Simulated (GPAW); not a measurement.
# A Mo chain with one N atom in line: converging a transmission

Aim: the cheapest settings that leave the conductance of a Mo chain with one N atom in line unchanged.

Program: GPAW 26.7.0. Level of theory: GPAW LCAO, PAW setups; Landauer transmission from Green's functions with principal layers (ASE), zero bias. Results are calculated unless marked as measured.

Most raw output is cut from this account.

## Step 1: The starting structure

The cell holds 15 atoms: 14 Mo and 1 N. Its edges and angles: a = 9.000 Å, b = 9.000 Å, c = 32.662 Å, α = 90.0°, β = 90.0°, γ = 90.0°. Regions: left lead, 7 atoms (7 Mo); channel, 1 atom (1 N); right lead, 7 atoms (7 Mo). Vacuum lies along a and b. The structure is stacked along c, and the current runs across the ab planes.

## Step 2: Base settings

All settings start at ordinary values; they are then varied in turn, with meshes following the cell where its length changes.

File run.py:

```python
import json
import numpy as np
from ase import Atoms
from ase.transport.calculators import TransportCalculator
from gpaw import GPAW, FermiDirac
from gpaw.lcao.tools import get_lcao_hamiltonian
from scipy.linalg import eigh

# The junction with lead layers at both ends, along the third cell vector
device = Atoms(
    ['Mo', 'Mo', 'Mo', 'Mo', 'Mo', 'Mo', 'Mo', 'N', 'Mo', 'Mo', 'Mo', 'Mo', 'Mo', 'Mo', 'Mo'],
    positions=[
        [4.50000, 4.50000, 1.12500],
        [4.50000, 4.50000, 3.37500],
        [4.50000, 4.50000, 5.62500],
        [4.50000, 4.50000, 7.87500],
        [4.50000, 4.50000, 10.12500],
        [4.50000, 4.50000, 12.37500],
        [4.50000, 4.50000, 14.62500],
        [4.50000, 4.50000, 16.33080],
        [4.50000, 4.50000, 18.03660],
        [4.50000, 4.50000, 20.28660],
        [4.50000, 4.50000, 22.53660],
        [4.50000, 4.50000, 24.78660],
        [4.50000, 4.50000, 27.03660],
        [4.50000, 4.50000, 29.28660],
        [4.50000, 4.50000, 31.53660]],
    cell=[[9.0, 0.0, 0.0], [0.0, 9.0, 0.0], [0.0, 0.0, 32.6616]],
    pbc=True)

# One principal layer of the lead: the first 5 atoms of the device
lead = Atoms(
    ['Mo', 'Mo', 'Mo', 'Mo', 'Mo'],
    positions=[
        [4.50000, 4.50000, 1.12500],
        [4.50000, 4.50000, 3.37500],
        [4.50000, 4.50000, 5.62500],
        [4.50000, 4.50000, 7.87500],
        [4.50000, 4.50000, 10.12500]],
    cell=[[9.0, 0.0, 0.0], [0.0, 9.0, 0.0], [0.0, 0.0, 11.25]],
    pbc=True)

settings = dict(mode='lcao', basis='dzp', xc='LDA', h=0.18,
                occupations=FermiDirac(0.1), maxiter=250,
                mixer=dict(beta=0.1, nmaxold=8, weight=100.0),
                convergence=dict(density=0.0001))
energies = np.arange(-2, 2 + 1e-9, 0.05)
eta = 0.0001
n1, n2 = 1, 1
# k and -k transmit alike, so half of the mesh across the current serves
mesh = [(i, j) for i in range(n1) for j in range(n2) if (i, j) <= (-i % n1, -j % n2)]
weights = np.array([1 if (i, j) == (-i % n1, -j % n2) else 2 for i, j in mesh]) / (n1 * n2)

# [... helper functions left out ...]
fermi_lead = ground_state(lead, (1, 1, 10), 'lead.txt')
fermi_device = ground_state(device, (1, 1, 3), 'device.txt')
# [... loop over the mesh left out, but for ...]
        # Shift the lead onto the potential of the device's first layer
        shift = ((H[:, 0, 0] - H0[:, 0, 0]) / S0[0, 0]).real.mean()
# [...]
kT = 8.617333e-5 * 500
bias = [0.1, 0.2, 0.5, 1.0, 1.5, 2.0]
# [... integrals and printing left out ...]
```

On the command line:

```bash
$ OMP_NUM_THREADS=1 OPENBLAS_NUM_THREADS=2 python run.py
```

It took 4.4 min on 2 threads of Arm Neoverse V1, shared host; peak memory 2 GiB.

Numbers from this step:

```yaml
conductance: 2.833 G₀
largest_coupling_past_the_next_principal_layer: 2.75e-5 eV
largest_misfit_of_the_first_principal_layer: 0.05711 eV
shift_that_aligns_the_lead: 0.006827 eV
basis_functions_of_the_junction: 419
basis_functions_of_a_principal_layer: 145
transmission_at_the_fermi_level_one_spin: 2.837
```

One spin. The transmission, zone mean by energy, zero at the Fermi level:

| energy (eV) | transmission, zone mean |
| --- | --- |
| -2.00 | 1.88 |
| -1.85 | 1.98 |
| -1.70 | 2.07 |
| -1.60 | 2.13 |
| -1.45 | 2.27 |
| -1.30 | 2.35 |
| -1.15 | 2.40 |
| -1.05 | 2.44 |
| -0.90 | 2.49 |
| -0.75 | 2.55 |
| -0.60 | 2.64 |
| -0.50 | 2.70 |
| -0.35 | 2.79 |
| -0.20 | 2.84 |
| -0.10 | 2.84 |
| -0.05 | 2.84 |
| 0.00 | 2.84 |
| 0.05 | 2.83 |
| 0.20 | 2.79 |
| 0.35 | 2.75 |
| 0.50 | 2.71 |
| 0.60 | 2.69 |
| 0.75 | 2.66 |
| 0.90 | 2.63 |
| 1.05 | 2.59 |
| 1.15 | 2.56 |
| 1.30 | 2.49 |
| 1.45 | 2.39 |
| 1.60 | 2.26 |
| 1.70 | 2.13 |
| 1.85 | 1.81 |
| 2.00 | 1.09 |

Not self-consistent under bias; the bias window is split evenly. Current through one cell, from the zero-bias transmission against bias:

```
bias (V)  current through one cell, from the zero-bias transmission (μA)
   0.100                                                            21.9
   0.200                                                            43.9
   0.500                                                             109
   1.000                                                             216
   1.500                                                             319
   2.000                                                             418
```

Couplings past the next layer reach 2.7e-5 eV, small enough to drop; the matrix elements of the cell's first layer differ from the bulk lead's by up to 0.057 eV. That layer keeps its own values in the calculation, and only beyond it is the lead taken as perfect. The Fermi levels of lead and junction count from different zeros of potential, one for each periodic cell; with both set to zero, the small remaining shift is what aligns them. By hand: G = 2.833 × 77.48 μS = 220 μS, a resistance of 4.56 kΩ; at 0.1 V a linear junction would pass 22.0 μA, and the integral over the bias window gives 21.9 μA.

## Step 3: Lead periods between scatterer and principal layer, 11 atoms: buffer = 0

Lead periods next to the scatterer let its potential die away before the semi-infinite lead is joined.

System of this step: Mo chain with one N atom in line. The cell holds 11 atoms: 10 Mo and 1 N. Cell: a = 9.000 Å, b = 9.000 Å, c = 23.662 Å, α = 90.0°, β = 90.0°, γ = 90.0°. Regions: left lead, 5 atoms (5 Mo); channel, 1 atom (1 N); right lead, 5 atoms (5 Mo). Vacuum lies along a and b. The structure is stacked along c, and the current runs across the ab planes.

run.py: that of step 2 with these lines changed.

```diff
@@ -10,3 +10,3 @@
 device = Atoms(
-    ['Mo', 'Mo', 'Mo', 'Mo', 'Mo', 'Mo', 'Mo', 'N', 'Mo', 'Mo', 'Mo', 'Mo', 'Mo', 'Mo', 'Mo'],
+    ['Mo', 'Mo', 'Mo', 'Mo', 'Mo', 'N', 'Mo', 'Mo', 'Mo', 'Mo', 'Mo'],
     positions=[
@@ -17,13 +17,9 @@
         [4.50000, 4.50000, 10.12500],
-        [4.50000, 4.50000, 12.37500],
-        [4.50000, 4.50000, 14.62500],
-        [4.50000, 4.50000, 16.33080],
+        [4.50000, 4.50000, 11.83080],
+        [4.50000, 4.50000, 13.53660],
+        [4.50000, 4.50000, 15.78660],
         [4.50000, 4.50000, 18.03660],
         [4.50000, 4.50000, 20.28660],
-        [4.50000, 4.50000, 22.53660],
-        [4.50000, 4.50000, 24.78660],
-        [4.50000, 4.50000, 27.03660],
-        [4.50000, 4.50000, 29.28660],
-        [4.50000, 4.50000, 31.53660]],
-    cell=[[9.0, 0.0, 0.0], [0.0, 9.0, 0.0], [0.0, 0.0, 32.6616]],
+        [4.50000, 4.50000, 22.53660]],
+    cell=[[9.0, 0.0, 0.0], [0.0, 9.0, 0.0], [0.0, 0.0, 23.6616]],
     pbc=True)
```

Elapsed: 2.9 min, on 2 threads; peak memory 1.6 GiB.

This step gave:

```yaml
conductance: 2.809 G₀
largest_misfit_of_the_first_principal_layer: 2.420 eV
shift_that_aligns_the_lead: 0.02274 eV
basis_functions_of_the_junction: 303
transmission_at_the_fermi_level_one_spin: 2.814
```

One spin. Transmission, zone mean against energy, zero at the Fermi level:

energy (eV), transmission, zone mean and a bar from the least value:
```
   -2.000       1.76 ###########
   -1.800       1.88 #############
   -1.600       2.02 ################
   -1.400       2.13 ##################
   -1.200       2.31 #####################
   -1.000       2.48 ########################
   -0.800       2.55 #########################
   -0.600       2.63 ###########################
   -0.400       2.71 ############################
   -0.200       2.79 #############################
   -0.050       2.82 ##############################
    0.000       2.81 ##############################
    0.200       2.78 #############################
    0.400       2.74 #############################
    0.600       2.70 ############################
    0.800       2.65 ###########################
    1.000       2.58 ##########################
    1.200       2.51 #########################
    1.400       2.41 #######################
    1.600       2.29 #####################
    1.800       1.97 ###############
    2.000       1.12
```

Not self-consistent under bias; the bias window is split evenly. The current through one cell, from the zero-bias transmission by bias:

```csv
bias (V),"current through one cell, from the zero-bias transmission (μA)"
0.100,21.8
0.200,43.5
0.500,108
1.000,214
1.500,317
2.000,417
```

The conductance, 2.81 G₀, lies 0.9 % below that of the base run. Couplings past the next layer reach 2.7e-5 eV, small enough to drop; the matrix elements of the cell's first layer differ from the bulk lead's by up to 2.4 eV. That layer keeps its own values in the calculation, and only beyond it is the lead taken as perfect.

## Step 4: Varying the lead periods between scatterer and principal layer, 13 atoms: buffer = 1

System of this step: Mo chain with one N atom in line. The cell holds 13 atoms: 12 Mo and 1 N. Its edges and angles: a = 9.000 Å, b = 9.000 Å, c = 28.162 Å, α = 90.0°, β = 90.0°, γ = 90.0°. Regions: left lead, 6 atoms (6 Mo); channel, 1 atom (1 N); right lead, 6 atoms (6 Mo). Vacuum lies along a and b. The structure is stacked along c, and the current runs across the ab planes.

run.py: that of step 3 with these lines changed.

```diff
@@ -10,3 +10,3 @@
 device = Atoms(
-    ['Mo', 'Mo', 'Mo', 'Mo', 'Mo', 'N', 'Mo', 'Mo', 'Mo', 'Mo', 'Mo'],
+    ['Mo', 'Mo', 'Mo', 'Mo', 'Mo', 'Mo', 'N', 'Mo', 'Mo', 'Mo', 'Mo', 'Mo', 'Mo'],
     positions=[
@@ -17,4 +17,4 @@
         [4.50000, 4.50000, 10.12500],
-        [4.50000, 4.50000, 11.83080],
-        [4.50000, 4.50000, 13.53660],
+        [4.50000, 4.50000, 12.37500],
+        [4.50000, 4.50000, 14.08080],
         [4.50000, 4.50000, 15.78660],
@@ -22,4 +22,6 @@
         [4.50000, 4.50000, 20.28660],
-        [4.50000, 4.50000, 22.53660]],
-    cell=[[9.0, 0.0, 0.0], [0.0, 9.0, 0.0], [0.0, 0.0, 23.6616]],
+        [4.50000, 4.50000, 22.53660],
+        [4.50000, 4.50000, 24.78660],
+        [4.50000, 4.50000, 27.03660]],
+    cell=[[9.0, 0.0, 0.0], [0.0, 9.0, 0.0], [0.0, 0.0, 28.1616]],
     pbc=True)
```

Run time: 3.5 min. Hardware: 2 threads; peak memory 1.8 GiB.

Numbers from this step:

- conductance: 2.822 G₀
- largest misfit of the first principal layer: 0.1141 eV
- shift that aligns the lead: 0.004528 eV
- basis functions of the junction: 361
- transmission at the Fermi level (one spin): 2.825

One spin. The transmission, zone mean by energy, zero at the Fermi level:

energy (eV), transmission, zone mean and a bar from the least value:
```
    -2.00       1.86 #############
    -1.90       1.92 ##############
    -1.80       1.97 ###############
    -1.70       2.03 ################
    -1.55       2.14 ##################
    -1.45       2.25 ####################
    -1.35       2.31 #####################
    -1.25       2.37 ######################
    -1.15       2.41 #######################
    -1.05       2.45 #######################
    -0.90       2.50 ########################
    -0.80       2.53 #########################
    -0.70       2.59 ##########################
    -0.60       2.65 ###########################
    -0.50       2.70 ############################
    -0.40       2.76 #############################
    -0.25       2.82 ##############################
    -0.15       2.83 ##############################
    -0.10       2.84 ##############################
    -0.05       2.83 ##############################
     0.00       2.83 ##############################
     0.05       2.82 ##############################
     0.15       2.79 #############################
     0.25       2.77 #############################
     0.40       2.74 ############################
     0.50       2.72 ############################
     0.60       2.70 ############################
     0.70       2.68 ###########################
     0.80       2.66 ###########################
     0.90       2.64 ###########################
     1.05       2.59 ##########################
     1.15       2.56 #########################
     1.25       2.51 ########################
     1.35       2.45 #######################
     1.45       2.40 ######################
     1.55       2.32 #####################
     1.70       2.15 ##################
     1.80       1.97 ###############
     1.90       1.68 ##########
     2.00       1.12
```

Not self-consistent under bias; the bias window is split evenly. The current through one cell, from the zero-bias transmission by bias:

| bias (V) | current through one cell, from the zero-bias transmission (μA) |
| --- | --- |
| 0.100 | 21.9 |
| 0.200 | 43.7 |
| 0.500 | 109 |
| 1.000 | 216 |
| 1.500 | 319 |
| 2.000 | 419 |

The conductance, 2.82 G₀, lies 0.4 % below that of the base run. Couplings past the next layer reach 2.7e-5 eV, small enough to drop; the matrix elements of the cell's first layer differ from the bulk lead's by up to 0.11 eV. That layer keeps its own values in the calculation, and only beyond it is the lead taken as perfect.

## Step 5: Varying the lead periods between scatterer and principal layer, 19 atoms: buffer = 4

System of this step: Mo chain with one N atom in line. The cell holds 19 atoms: 18 Mo and 1 N. Cell: a = 9.000 Å, b = 9.000 Å, c = 41.662 Å, α = 90.0°, β = 90.0°, γ = 90.0°. Regions: left lead, 9 atoms (9 Mo); channel, 1 atom (1 N); right lead, 9 atoms (9 Mo). Vacuum lies along a and b. The structure is stacked along c, and the current runs across the ab planes.

run.py: that of step 4 with these lines changed.

```diff
@@ -10,3 +10,3 @@
 device = Atoms(
-    ['Mo', 'Mo', 'Mo', 'Mo', 'Mo', 'Mo', 'N', 'Mo', 'Mo', 'Mo', 'Mo', 'Mo', 'Mo'],
+    ['Mo', 'Mo', 'Mo', 'Mo', 'Mo', 'Mo', 'Mo', 'Mo', 'Mo', 'N', 'Mo', 'Mo', 'Mo', 'Mo', 'Mo', 'Mo', 'Mo', 'Mo', 'Mo'],
     positions=[
@@ -18,10 +18,16 @@
         [4.50000, 4.50000, 12.37500],
-        [4.50000, 4.50000, 14.08080],
-        [4.50000, 4.50000, 15.78660],
-        [4.50000, 4.50000, 18.03660],
-        [4.50000, 4.50000, 20.28660],
+        [4.50000, 4.50000, 14.62500],
+        [4.50000, 4.50000, 16.87500],
+        [4.50000, 4.50000, 19.12500],
+        [4.50000, 4.50000, 20.83080],
         [4.50000, 4.50000, 22.53660],
         [4.50000, 4.50000, 24.78660],
-        [4.50000, 4.50000, 27.03660]],
-    cell=[[9.0, 0.0, 0.0], [0.0, 9.0, 0.0], [0.0, 0.0, 28.1616]],
+        [4.50000, 4.50000, 27.03660],
+        [4.50000, 4.50000, 29.28660],
+        [4.50000, 4.50000, 31.53660],
+        [4.50000, 4.50000, 33.78660],
+        [4.50000, 4.50000, 36.03660],
+        [4.50000, 4.50000, 38.28660],
+        [4.50000, 4.50000, 40.53660]],
+    cell=[[9.0, 0.0, 0.0], [0.0, 9.0, 0.0], [0.0, 0.0, 41.6616]],
     pbc=True)
@@ -53,3 +59,3 @@
 fermi_lead = ground_state(lead, (1, 1, 10), 'lead.txt')
-fermi_device = ground_state(device, (1, 1, 3), 'device.txt')
+fermi_device = ground_state(device, (1, 1, 2), 'device.txt')
 # [... loop over the mesh left out, but for ...]
```

Wall time 5.7 min (2 threads); peak memory 2.5 GiB.

The conductance equals that of the base run to 0.2 %. Couplings past the next layer reach 2.7e-5 eV, small enough to drop; the matrix elements of the cell's first layer differ from the bulk lead's by up to 0.054 eV. That layer keeps its own values in the calculation, and only beyond it is the lead taken as perfect.

## Step 6: Lead periods between scatterer and principal layer, 23 atoms: buffer = 6

System of this step: Mo chain with one N atom in line. The cell holds 23 atoms: 22 Mo and 1 N. Its edges and angles: a = 9.000 Å, b = 9.000 Å, c = 50.662 Å, α = 90.0°, β = 90.0°, γ = 90.0°. Regions: left lead, 11 atoms (11 Mo); channel, 1 atom (1 N); right lead, 11 atoms (11 Mo). Vacuum lies along a and b. The structure is stacked along c, and the current runs across the ab planes.

run.py: that of step 5 with these lines changed.

```diff
@@ -10,3 +10,3 @@
 device = Atoms(
-    ['Mo', 'Mo', 'Mo', 'Mo', 'Mo', 'Mo', 'Mo', 'Mo', 'Mo', 'N', 'Mo', 'Mo', 'Mo', 'Mo', 'Mo', 'Mo', 'Mo', 'Mo', 'Mo'],
+    ['Mo', 'Mo', 'Mo', 'Mo', 'Mo', 'Mo', 'Mo', 'Mo', 'Mo', 'Mo', 'Mo', 'N', 'Mo', 'Mo', 'Mo', 'Mo', 'Mo', 'Mo', 'Mo', 'Mo', 'Mo', 'Mo', 'Mo'],
     positions=[
@@ -21,5 +21,5 @@
         [4.50000, 4.50000, 19.12500],
-        [4.50000, 4.50000, 20.83080],
-        [4.50000, 4.50000, 22.53660],
-        [4.50000, 4.50000, 24.78660],
+        [4.50000, 4.50000, 21.37500],
+        [4.50000, 4.50000, 23.62500],
+        [4.50000, 4.50000, 25.33080],
         [4.50000, 4.50000, 27.03660],
@@ -30,4 +30,8 @@
         [4.50000, 4.50000, 38.28660],
-        [4.50000, 4.50000, 40.53660]],
-    cell=[[9.0, 0.0, 0.0], [0.0, 9.0, 0.0], [0.0, 0.0, 41.6616]],
+        [4.50000, 4.50000, 40.53660],
+        [4.50000, 4.50000, 42.78660],
+        [4.50000, 4.50000, 45.03660],
+        [4.50000, 4.50000, 47.28660],
+        [4.50000, 4.50000, 49.53660]],
+    cell=[[9.0, 0.0, 0.0], [0.0, 9.0, 0.0], [0.0, 0.0, 50.6616]],
     pbc=True)
```

Elapsed: 8.3 min, on 2 threads; peak memory 2.9 GiB.

The conductance equals that of the base run to 0.2 %. Couplings past the next layer reach 2.7e-5 eV, small enough to drop; the matrix elements of the cell's first layer differ from the bulk lead's by up to 0.036 eV. That layer keeps its own values in the calculation, and only beyond it is the lead taken as perfect.

## Step 7: Convergence in the lead periods between scatterer and principal layer

The runs and the base run on one axis.

This step: convergence of the conductance (GPAW 26.7.0).

Table of conductance by lead periods between scatterer and principal layer:

```csv
lead periods between scatterer and principal layer,conductance (G₀)
0.00,2.81
1.00,2.82
2.00,2.83
4.00,2.83
6.00,2.83
```

(Part 1 of 3 ends here.)

[Logs are printed without paths, hosts, clocks, repeated set-up lines and the standing remarks that a program may print on its own settings, such as how far it seeks lower states.]

[Hosts, paths, dates, database ids (printed as entryN), source tags and the programs' standing remarks are cut or masked in the printed files.]
